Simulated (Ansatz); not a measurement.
## What TaRu (Pm-3m) distorts into

Aim: this structure of TaRu (Pm-3m) is to be tested for unstable modes, and one is followed downhill.

Main program and level: Ansatz 0.2.0; DFT PBEsol, scalar-relativistic, plane waves, PAW; PAW set soft_1.

## 1. The system as given

It takes space group Pm-3m (No. 221, cubic). The conventional cell has a = 3.139 Å, b = 3.139 Å, c = 3.139 Å, α = 90.00°, β = 90.00°, γ = 90.00°. Nearest to Ta lie 8 Ru at 2.72 Å. Ru has 8 Ta at 2.72 Å nearest. Farther neighbours, and contacts between anions beyond the nearest, are not listed.

## 2. Response at finite wavevector

Stability and thermal properties need the whole zone. Linear response on a 4×4×4 q mesh gives force constants as far as a supercell of that size would.

input.yaml reads:

```yaml
crystal:
  lattice:
    - [3.1394054961, 0.0, 0.0]
    - [0.0, 3.1394054961, 0.0]
    - [0.0, 0.0, 3.1394054961]
  atoms:
    - { symbol: Ta, position: [0.5, 0.5, 0.5] }
    - { symbol: Ru, position: [0.0, 0.0, 0.0] }
kpoints:
  mp_grid: { grid: [16, 16, 16] }
hamiltonian:
  xc: pbesol
  pseudopotentials: { kind: paw, azcp: { folder: soft_1 }, xc_functional: pbe }
scf:
  occupations: { method: methfessel_paxton, width: 0.2 }
output:
  eigenvalues: true
phonons:
  method: dfpt
  qmesh: [4, 4, 4]
  temperatures: { t_max: 1000, t_step: 50 }
  qpath:
    path:
      - [[0.0, 0.0, 0.0], [0.0, 0.5, 0.0], [0.5, 0.5, 0.0], [0.0, 0.0, 0.0], [0.5, 0.5, 0.5], [0.0, 0.5, 0.0]]
      - [[0.5, 0.5, 0.5], [0.5, 0.5, 0.0]]
    npoints: 10
```

Command:

```bash
> ansatz run input.yaml --threads 4 --pin off --max-ram 10240MiB --backend cpu --events-out ev --progress --plain --runs-dir out
```

What it wrote:

```text
Engine: ansatz 0.2.0, x86_64-unknown-linux-gnu
Pseudopotentials: kind: paw
Pseudopotential: Ta, paw, valence charge 13, recommended cutoff 420 eV (normal), soft_1/Ta.paw.azcp
Pseudopotential: Ru, paw, valence charge 16, recommended cutoff 420 eV (normal), soft_1/Ru.paw.azcp
Functional definition: PBEsol
  exchange = pbesol_x
  correlation = pbesol_c
Crystal: 2 atoms, lattice volume = 30.942 Å³
Basis set: ecut = 420 eV, 619 PW (Γ), exchange–correlation on 48×48×48 points (8 copies of the dense FFT grid, shifted against one another)
Bands: 19, of which v1, the nominal top of the filled ones, is band 15 counted from 1 (14 counted from 0)
Symmetry: 48 space group operations
k-points: 165 of 4096
Non-local potential: Ta, projectors of the file, l = 0: 3, l = 1: 2, l = 2: 2, l = 3: 1
Non-local potential: Ru, projectors of the file, l = 0: 3, l = 1: 2, l = 2: 2, l = 3: 1
PAW form: soft (Blöchl's): semilocal exchange-correlation on the pseudo side does not see the compensation charge
PAW frozen core: Ta, regenerated for the run's functional, and the local potential with it (the file was generated under x = pbe(κ = 0.804, μ = 0.219515), c = pbe(β = 0.066725))
PAW frozen core: Ru, regenerated for the run's functional, and the local potential with it (the file was generated under x = pbe(κ = 0.804, μ = 0.219515), c = pbe(β = 0.066725))
PAW one-centre angular grid: Ta, 590 points (default); XC on 64 Gauss nodes
PAW one-centre angular grid: Ru, 590 points (default); XC on 64 Gauss nodes
Initial density: superposition of atomic densities (chi_scale 0.1, normalization cell, long waves kept (reshape's long-wave potential 0.00 eV rms))
Initial wavefunctions: pseudopotential atomic-orbital guess
Functional: x = pbesol(κ = 0.804, μ = 0.123457), c = pbesol(β = 0.046)
SCF iter   1: F=—  HF=-15628.689184 eV  |F-HF|=—  |Δ(HF+E_count)|=         —  Δρ=2.46e-1  dr2=3.05e1  ethr=3.10e-3  ⟨swp⟩=4.8  Hψ=12170  notcnv=0
preconditioner: auto → none  [metal: Δε(μ)=0.057 eV  Ē_g=5.853 eV  σ=0.200 eV  W_gap=0.23  n_scr=6 (ndim 8)  ℏωp=24.1 eV  f_vac=0.000  D(μ)=1.43/eV (n_scr^D=18)  sad-step TF]
SCF iter   2: F=—  HF=-15626.445077 eV  |F-HF|=—  |Δ(HF+E_count)|=    2.24e0  S|Δr|=    0.00e0  Δρ=1.72e-1  dr2=1.61e1  ethr=3.10e-3  ⟨swp⟩=2.1  Hψ=6589  notcnv=0  defer=37
SCF iter   3: F=—  HF=-15624.479757 eV  |F-HF|=—  |Δ(HF+E_count)|=    1.97e0  S|Δr|=    0.00e0  Δρ=2.34e-2  dr2=4.53e-2  ethr=3.10e-3  ⟨swp⟩=2.9  Hψ=6420  notcnv=0  defer=36
SCF iter   4: F=—  HF=-15624.474457 eV  |F-HF|=—  |Δ(HF+E_count)|=   5.30e-3  S|Δr|=    0.00e0  Δρ=4.07e-3  dr2=7.87e-3  ethr=1.56e-4  ⟨swp⟩=1.6  Hψ=4844  notcnv=0  defer=1
SCF iter   5: F=—  HF=-15624.473752 eV  |F-HF|=—  |Δ(HF+E_count)|=   7.05e-4  S|Δr|=    0.00e0  Δρ=1.00e-3  dr2=5.45e-4  ethr=2.72e-5  ⟨swp⟩=1.1  Hψ=3161  notcnv=0  defer=1
SCF iter   6: F=—  HF=-15624.473698 eV  |F-HF|=—  |Δ(HF+E_count)|=   5.38e-5  S|Δr|=    0.00e0  Δρ=1.58e-4  dr2=1.45e-5  ethr=1.88e-6  ⟨swp⟩=1.0  Hψ=3140  notcnv=0  defer=1
SCF iter   7: F=—  HF=-15624.473698 eV  |F-HF|=—  |Δ(HF+E_count)|=   9.53e-8  S|Δr|=    0.00e0  Δρ=1.15e-5  dr2=4.25e-8  ethr=5.01e-8  ⟨swp⟩=2.0  Hψ=3743  notcnv=0  defer=1
SCF iter   8: F=—  HF=-15624.473697 eV  |F-HF|=—  |Δ(HF+E_count)|=   1.48e-6  S|Δr|=    0.00e0  Δρ=2.97e-6  dr2=3.30e-9  ethr=1.47e-10  ⟨swp⟩=2.2  Hψ=5468  notcnv=0  defer=1
SCF iter   9: F=—  HF=-15624.473697 eV  |F-HF|=—  |Δ(HF+E_count)|=  3.93e-10  S|Δr|=    0.00e0  Δρ=2.78e-7  dr2=1.40e-11  ethr=1.14e-11  ⟨swp⟩=2.2  Hψ=4079  notcnv=0  defer=1
SCF iter  10: F=-15624.473697 eV  HF=-15624.473697 eV  |F-HF|=1.82e-12  |Δ(HF+E_count)|=  3.64e-12  S|Δr|=    0.00e0  Δρ=3.94e-8  dr2=3.39e-13  ethr=1.00e-12  ⟨swp⟩=4.9  Hψ=11904  notcnv=0
SCF 1 converged in 10 iterations: F = -15624.473697 eV  dr2 = 3.39e-13
  greatest PAW one-centre occupation: 1.000 electrons in one spin orbital (limit 2), on the Ru atom at site 1 (counted from 0), in its partial waves of l = 0
phonons: the bands overlap, so this run is a metal and interpolates without the dipole-dipole term. If the crystal is really an insulator or semiconductor, its LO-TO splitting is missing
NSCF: frozen V_eff on 165 k-points
NSCF: frozen V_eff on 405 k-points
DFPT response loops at q = (0, 0, 0) (fractional): preconditioner auto → Kerker (q_TF=auto, 2.699 Å⁻¹) (partly filled bands, converged f_vac=0.000); β = 1.00, the filter's whole step (`scf.mixing.beta` (0.50) is not read by the response loops under this deck's `scf.mixing.preconditioner`; to damp them name `kerker` or `kerker_dos`, under which they read `scf.mixing.beta`, and type it under 1.00, their step now; both keys bind the ground state too); Broyden in place of MSR1
NSCF: frozen V_eff on 2592 k-points
DFPT response loops at q = (0, 0, 0.25) (fractional): mixed as the last ones told, above
NSCF: frozen V_eff on 1458 k-points
DFPT response loops at q = (0, 0, -0.5) (fractional): mixed as the last ones told, above
NSCF: frozen V_eff on 4608 k-points
DFPT response loops at q = (0, 0.25, 0.25) (fractional): mixed as the last ones told, above
NSCF: frozen V_eff on 2592 k-points
DFPT response loops at q = (0, 0.25, -0.5) (fractional): mixed as the last ones told, above
NSCF: frozen V_eff on 1458 k-points
DFPT response loops at q = (0, -0.5, -0.5) (fractional): mixed as the last ones told, above
NSCF: frozen V_eff on 4352 k-points
DFPT response loops at q = (0.25, 0.25, 0.25) (fractional): mixed as the last ones told, above
NSCF: frozen V_eff on 4608 k-points
DFPT response loops at q = (0.25, 0.25, -0.5) (fractional): mixed as the last ones told, above
NSCF: frozen V_eff on 2592 k-points
DFPT response loops at q = (0.25, -0.5, -0.5) (fractional): mixed as the last ones told, above
NSCF: frozen V_eff on 810 k-points
DFPT response loops at q = (-0.5, -0.5, -0.5) (fractional): mixed as the last ones told, above
SCF converged after 10 iterations
Stability not checked: this state was not tested for a lower state beside it, because cold or Methfessel-Paxton smearing, or corrected tetrahedra, fill the levels in a way that the test cannot read (fill_not_monotonic; see scf.lower_state_search)
Free energy (F): -15624.473697 eV
Harris-Foulkes:  -15624.473697 eV  (|F-HF|=1.82e-12)
Internal energy: -15624.469715 eV  (E = F + TS)
E sigma→0 (E₀):  -15624.472701 eV
Entropy (-TS):   -0.003981 eV (-1.991 meV/atom)
Fermi energy:    21.914253 eV
--- Per-component energies (eV) ---
  E_band       = -165.584397
  E_kinetic    = 853.676630
  E_local      = -1904.993895  (includes V_loc(G=0)·N_el)
  E_nonlocal   = 407.572890
  E_hartree    = 659.760567
  E_xc         = -488.300113
  E_vxc        = -448.493413  (∫ρ·V_xc dr)
  E_paw        = -11622.107366  (= ΣΔE_a)
  E_vpaw       = -392.868466  (= ΣTr[D̂ρ^β])
  E_aug_tail   = 0.000722  (compensation charges beyond the density's cutoff)
  E_ewald      = -3530.546160
  E_core_change = 0.467009  (= ΣΔE_core)
  E_smearing   = -0.003981  (= −TS)
  E_closure    = 0.000000  (closes the sum)
  Σ components = -15624.473697   (vs F -15624.473697, Δ=0.00e0)
--- Band table (eV; the first three rows and the last of 165) ---
  k-point 0: bands = [... 11 lower, 19.4169, 19.4169, 19.4169, 22.9257, 22.9257, 26.1509, 26.1509, 26.1509]
  k-point 1: bands = [... 11 lower, 19.4084, 19.4084, 19.4468, 22.8167, 22.9643, 25.8155, 25.8155, 26.0854]
  k-point 2: bands = [... 11 lower, 19.3871, 19.3871, 19.5345, 22.5050, 23.0718, 25.0803, 25.0803, 25.8976]
  k-point 164: bands = [... 11 lower, 18.8057, 18.8057, 18.8057, 21.6121, 21.6121, 26.3625, 26.3625, 29.0949]
--- Phonons (Γ-DFPT): 2 representative perturbations + reference (Σ response iterations 6) ---
  ASR residual: 1.867e-5 → 0.000e0 eV/Å²; symmetrization residual: 1.605e-5 eV/Å²
  ASR residual per site (eV/Å²): 1.87e-5 4.22e-6
  Γ frequencies (cm⁻¹): 0.00 0.00 0.00 143.37 143.37 143.37
--- Phonons (arbitrary-q DFPT): 10 irreducible q on the 4×4×4 mesh ---
  q = [0.0000, 0.0000, 0.0000] (star 1, of the zone-centre solve; hermiticity 6.55e-6, symmetrization 4.71e-13): -0.00 0.00 0.00 143.37 143.37 143.37
  q = [0.0000, 0.0000, 0.2500] (star 6, 4 solved perturbations in 4032 linear systems a pass and spin channel, the states on 1296 of 4096 k-point pairs; hermiticity 3.78e-6, symmetrization 5.63e-14): 57.08 57.08 85.22 114.61 134.10 134.10
  q = [0.0000, 0.0000, -0.5000] (star 3, 4 solved perturbations in 2268 linear systems a pass and spin channel, the states on 729 of 4096 k-point pairs; hermiticity 5.76e-14, symmetrization 1.91e-13): -50.83 -50.83 103.40 103.40 110.48 123.33
  q = [0.0000, 0.2500, 0.2500] (star 12, 4 solved perturbations in 7056 linear systems a pass and spin channel, the states on 2304 of 4096 k-point pairs; hermiticity 4.87e-6, symmetrization 2.05e-13): -104.90 -54.57 72.07 112.83 140.36 164.28
  q = [0.0000, 0.2500, -0.5000] (star 12, 6 solved perturbations on 1296 of 4096 k-point pairs; hermiticity 1.18e-6, symmetrization 1.30e-14): -120.28 -68.45 -25.48 104.64 167.66 173.82
  q = [0.0000, -0.5000, -0.5000] (star 3, 4 solved perturbations in 2268 linear systems a pass and spin channel, the states on 729 of 4096 k-point pairs; hermiticity 1.44e-6, symmetrization 2.97e-13): -105.61 -105.61 -28.85 99.74 172.60 172.60
  q = [0.2500, 0.2500, 0.2500] (star 8, 2 solved perturbations on 2176 of 4096 k-point pairs; hermiticity 3.80e-7, symmetrization 2.71e-13): -142.44 -52.36 -52.36 146.52 146.52 147.25
  q = [0.2500, 0.2500, -0.5000] (star 12, 4 solved perturbations in 7056 linear systems a pass and spin channel, the states on 2304 of 4096 k-point pairs; hermiticity 2.11e-6, symmetrization 6.83e-13): -107.91 -37.73 25.05 123.08 156.91 167.80
  q = [0.2500, -0.5000, -0.5000] (star 6, 4 solved perturbations in 4032 linear systems a pass and spin channel, the states on 1296 of 4096 k-point pairs; hermiticity 9.76e-7, symmetrization 1.39e-13): -45.14 -43.58 -43.58 115.27 156.74 156.74
  q = [-0.5000, -0.5000, -0.5000] (star 1, 2 solved perturbations on 405 of 4096 k-point pairs; hermiticity 6.75e-14, symmetrization 1.60e-12): 72.22 72.22 72.22 121.26 121.26 121.26
  sum rule: each row above includes the acoustic sum rule's correction from the zone centre's row sums; it moved no ω² by more than (0.17 cm⁻¹)²
  mesh force constants: q→R imaginary residual 3.83e-18; ASR residual 1.867e-5 → 0.000e0 eV/Å²; symmetrization residual 5.329e-15 eV/Å²
  interpolated dispersion: 62 rows × 6 modes
  density of states and harmonic sums: on the 20×20×20 q-mesh, interpolated from the force constants of a 4×4×4 supercell (no non-analytic term)
  largest difference from the sums on the solved wave vectors: F 4.78e-2 eV, S 5.66e-5 and C_V 1.33e-5 eV/K
  zero-point energy: 0.028750 eV/cell   skipped modes (ω ≤ 0): 579, of them read as no rigid motion or as one in doubt: 576 (2.147e0 modes/cell left out, lowest -142.44 cm⁻¹)   left out of the sums: 3.58e-1 of the cell's modes: C_V's classical limit lies that fraction below 3 k_B per atom; for a crystal, a wire or a layer, F and S can be off by more, and a phonons.interpolated_qmesh denser along its periods is the remedy for the sampling
```

It took 6.4 min on 4 threads of Intel Xeon Platinum 8488C (Sapphire Rapids), shared host; peak memory 3.4 GiB.

The column dr2 measures how far the density is from self-consistency, as an energy; F and HF (Harris–Foulkes) agree once it is small.

Numbers from this step:

```yaml
volume_per_atom: 15.47 Å³
gap_on_the_k_mesh: 0 eV
sum_rule_residual_before_enforcement: 1.87e-5 eV/Å²
lowest_frequency_on_the_path: -142.4 cm⁻¹
point_group: m-3m
highest_frequency_on_path_mesh_or_solved_points: 175.2 cm⁻¹
highest_optical_mode_at_the_zone_centre_no_lo_to_term: 143.4 cm⁻¹
lowest_optical_zone_centre_mode: 143.4 cm⁻¹
lowest_mode_on_the_q_mesh_acoustic_modes_at_gamma_apart: -142.4 cm⁻¹
```

Frequencies (cm⁻¹) solved at each irreducible wavevector; negative means imaginary. Frequencies by wavevector, by row:

| q in reciprocal lattice units | star | mode 1 | mode 2 | mode 3 | mode 4 | mode 5 | mode 6 |
| --- | --- | --- | --- | --- | --- | --- | --- |
| 0 0 0 | 1 | 0 | 0 | 0 | 143.4 | 143.4 | 143.4 |
| 0 0 0.25 | 6 | 57.1 | 57.1 | 85.2 | 114.6 | 134.1 | 134.1 |
| 0 0 -0.5 | 3 | -50.8 | -50.8 | 103.4 | 103.4 | 110.5 | 123.3 |
| 0 0.25 0.25 | 12 | -104.9 | -54.6 | 72.1 | 112.8 | 140.4 | 164.3 |
| 0 0.25 -0.5 | 12 | -120.3 | -68.5 | -25.5 | 104.6 | 167.7 | 173.8 |
| 0 -0.5 -0.5 | 3 | -105.6 | -105.6 | -28.9 | 99.7 | 172.6 | 172.6 |
| 0.25 0.25 0.25 | 8 | -142.4 | -52.4 | -52.4 | 146.5 | 146.5 | 147.2 |
| 0.25 0.25 -0.5 | 12 | -107.9 | -37.7 | 25.1 | 123.1 | 156.9 | 167.8 |
| 0.25 -0.5 -0.5 | 6 | -45.1 | -43.6 | -43.6 | 115.3 | 156.7 | 156.7 |
| -0.5 -0.5 -0.5 | 1 | 72.2 | 72.2 | 72.2 | 121.3 | 121.3 | 121.3 |

Interpolated from a 4×4×4 q mesh. Phonon branches along the path, in cm⁻¹:

| point | branch 1 | branch 2 | branch 3 | branch 4 | branch 5 | branch 6 |
| --- | --- | --- | --- | --- | --- | --- |
| Γ | 0 | 0 | 0 | 143 | 143 | 143 |
| halfway | 57 | 57 | 85 | 115 | 134 | 134 |
| X | -51 | -51 | 103 | 103 | 110 | 123 |
| halfway | -120 | -68 | -26 | 105 | 168 | 174 |
| M | -106 | -106 | -29 | 100 | 173 | 173 |
| halfway | -105 | -55 | 72 | 113 | 140 | 164 |
| Γ | 0 | 0 | 0 | 143 | 143 | 143 |
| halfway | -142 | -52 | -52 | 146 | 146 | 147 |
| R | 72 | 72 | 72 | 121 | 121 | 121 |
| halfway | -108 | -38 | 25 | 123 | 157 | 168 |
| X | -51 | -51 | 103 | 103 | 110 | 123 |
| jump to R | 72 | 72 | 72 | 121 | 121 | 121 |
| halfway | -45 | -44 | -44 | 115 | 157 | 157 |
| M | -106 | -106 | -29 | 100 | 173 | 173 |

The phonon branches as a text plot (rows in cm⁻¹):

```
    169 |          ***********                      ***       ***
    155 |         **       ** ***   ***            *****    **
    142 |***                 * *****   *****      *    **  *
    129 | **** ***            *    *        **  *****   ***
    116 |   *** *            ** *    **       **     *** *****
    102 |     ***************  *                        **    ***
     89 |   **                      *
     76 |        *           * *              ***       *
     63 |  ***             ** ***           **  ***       *
     49 |  *  *                    *       * *   * *       *
     36 | *               *     **                *        *
     23 |*                       * **              **       *
     10 |*               *      **                     *
     -3 |                         *
    -17 |         * **         *     **          *
    -30 |          *  ***                **          *      *   *
    -43 |      * **           *        *    *       * **     ***
    -56 |       *  *         **         *            *  **
    -70 |        *         **        **           *     *
    -83 |           **    *                                   *
    -96 |             * **                 *       *   *       *
   -109 |         **  ***    *                      ***         *
   -123 |           **   ****          * **
   -136 |                               *
         Γ      X      M          Γ            R        X|R     M
```

Symmetry leaves 10 wavevectors to solve. The lowest mode among them, the acoustic zeros apart, lies at q = (0.25, 0.25, 0.25) and is imaginary, 142.4i cm⁻¹, so the energy falls along it.

## 3. The mode frozen in, largest atomic shift 0 Å

The mode followed lies at q = (0, 0.25, -0.5) with frequency 120.3i cm⁻¹, one of the unstable modes though not the softest. At small amplitude the pattern taken leaves space group no. 65 by a symmetry search on the positions. The undistorted cell that holds it gives the zero of energy on the same k mesh.

System of this step: TaRu. The structure is cubic, space group Pm-3m (No. 221). The conventional cell has a = 3.139 Å, b = 3.139 Å, c = 3.139 Å, α = 90.00°, β = 90.00°, γ = 90.00°. Nearest to Ta lie 8 Ru at 2.72 Å. Nearest to Ru lie 8 Ta at 2.72 Å. Farther neighbours, and contacts between anions beyond the nearest, are not listed.

input.yaml, the sections that differ from step 2:

```yaml
crystal:
  lattice:
    - [-3.1394054961, 0.0, 0.0]
    - [0.0, 0.0, -6.2788109923]
    - [0.0, -6.2788109923, -3.1394054961]
  atoms:
    - { symbol: Ta, position: [0.5, 0.625, 0.25] }
    - { symbol: Ta, position: [0.5, 0.125, 0.25] }
    - { symbol: Ta, position: [0.5, 0.375, 0.75] }
    - { symbol: Ta, position: [0.5, 0.875, 0.75] }
    - { symbol: Ru, position: [0.0, 0.0, 0.0] }
    - { symbol: Ru, position: [0.0, 0.5, 0.0] }
    - { symbol: Ru, position: [0.0, 0.75, 0.5] }
    - { symbol: Ru, position: [0.0, 0.25, 0.5] }
kpoints:
  mp_grid: { grid: [12, 6, 6] }
output:
  forces: true
  stress: true
  eigenvalues: true
# hamiltonian, scf: as in step 2
# phonons: removed
```

What it wrote:

```text
[...]
Crystal: 8 atoms, lattice volume = 123.766 Å³
Basis set: ecut = 420 eV, 2445 PW (Γ), exchange–correlation on 48×90×96 points (8 copies of the dense FFT grid, shifted against one another)
Bands: 70, of which v1, the nominal top of the filled ones, is band 58 counted from 1 (57 counted from 0)
Symmetry: 32 space group operations
[...]
k-points: 91 of 432
[...]
k-point 0: bands = [... 54 lower, 19.8150, 19.8150, 20.4492, 21.7825, 21.7825, 21.8380, 21.8381, 21.9146, ... 8 higher]
  k-point 1: bands = [... 54 lower, 19.8016, 20.3546, 20.8825, 21.0125, 21.7630, 21.8326, 22.0472, 22.0473, ... 8 higher]
  k-point 2: bands = [... 54 lower, 20.1413, 20.5929, 20.8505, 21.7970, 21.8898, 21.9629, 22.2042, 22.4373, ... 8 higher]
  k-point 90: bands = [... 54 lower, 20.3090, 20.4162, 21.6611, 21.8011, 21.9424, 22.0070, 22.0511, 22.0868, ... 8 higher]
[key lines of the parts left out:]
SCF converged after 9 iterations
Free energy (F): -62497.889523 eV
Fermi energy:    21.915759 eV
P = ⅓ Tr σ = 0.0466 GPa (0.466 kbar)
```

The job ended after 7.5 s (4 threads; peak memory 0.93 GiB).

Read from the output:

- pressure: 0.04660 GPa
- energy from the undistorted cell: 0 meV/atom

The run ends at a pressure of 0.05 GPa.

## 4. The mode frozen in, largest atomic shift 0.14 Å

The atoms are moved along the unstable eigenvector, the largest shift by 0.14 Å, with the cell fixed.

input.yaml, the sections that differ from step 3:

```yaml
crystal:
  lattice:
    - [-3.1394054961, 0.0, 0.0]
    - [0.0, 0.0, -6.2788109923]
    - [0.0, -6.2788109923, -3.1394054961]
  atoms:
    - { symbol: Ta, position: [0.5, 0.6193742537, 0.25] }
    - { symbol: Ta, position: [0.5, 0.1306257463, 0.25] }
    - { symbol: Ta, position: [0.5, 0.3693742537, 0.75] }
    - { symbol: Ta, position: [0.5, 0.8806257463, 0.75] }
    - { symbol: Ru, position: [0.0, -0.0111486076, 0.0222972152] }
    - { symbol: Ru, position: [0.0, 0.5111486076, -0.0222972152] }
    - { symbol: Ru, position: [0.0, 0.75, 0.5] }
    - { symbol: Ru, position: [0.0, 0.25, 0.5] }
# kpoints, hamiltonian, scf, output: as in step 3
```

What it wrote:

```text
[...]
Crystal: 8 atoms, lattice volume = 123.766 Å³
Basis set: ecut = 420 eV, 2445 PW (Γ), exchange–correlation on 48×90×96 points (8 copies of the dense FFT grid, shifted against one another)
Bands: 70, of which v1, the nominal top of the filled ones, is band 58 counted from 1 (57 counted from 0)
Symmetry: 8 space group operations
[...]
k-points: 91 of 432
[...]
k-point 0: bands = [... 54 lower, 19.7977, 20.2073, 20.4166, 21.6570, 21.7788, 21.8388, 21.8500, 21.9292, ... 8 higher]
  k-point 1: bands = [... 54 lower, 19.8309, 20.3232, 20.9350, 21.0770, 21.6566, 21.8060, 22.0471, 22.0742, ... 8 higher]
  k-point 2: bands = [... 54 lower, 20.2482, 20.5318, 20.8379, 21.6880, 21.8112, 21.9224, 22.3097, 22.4554, ... 8 higher]
  k-point 90: bands = [... 54 lower, 20.3260, 20.4221, 21.6017, 21.7536, 21.8114, 21.9001, 22.0119, 22.0759, ... 8 higher]
[key lines of the parts left out:]
SCF converged after 9 iterations
Free energy (F): -62497.945208 eV
Fermi energy:    21.839843 eV
P = ⅓ Tr σ = 0.3548 GPa (3.548 kbar)
```

It took 7.8 s on 4 threads; peak memory 0.94 GiB.

Read from the output:

| Item | Value |
| --- | --- |
| pressure | 0.3548 GPa |
| energy from the undistorted cell | -7.58 meV/atom |

The energy, extrapolated to zero smearing, is -7.58 meV/atom against the undistorted cell.

The run ends at a pressure of 0.35 GPa, with forces up to 0.22 eV/Å.

(Continued in part 2 of 3.)

[Long decimals in the printed logs are rounded to 6 places.]

[Logs are printed without paths, hosts, clocks, repeated set-up lines and the standing remarks that a program may print on its own settings, such as how far it seeks lower states.]

[Hosts, paths, dates, database ids (printed as entryN), source tags and the programs' standing remarks are cut or masked in the printed files.]

[Where the starting crystal was built by hand or by swapping elements, it need not be the compound's stable phase.]
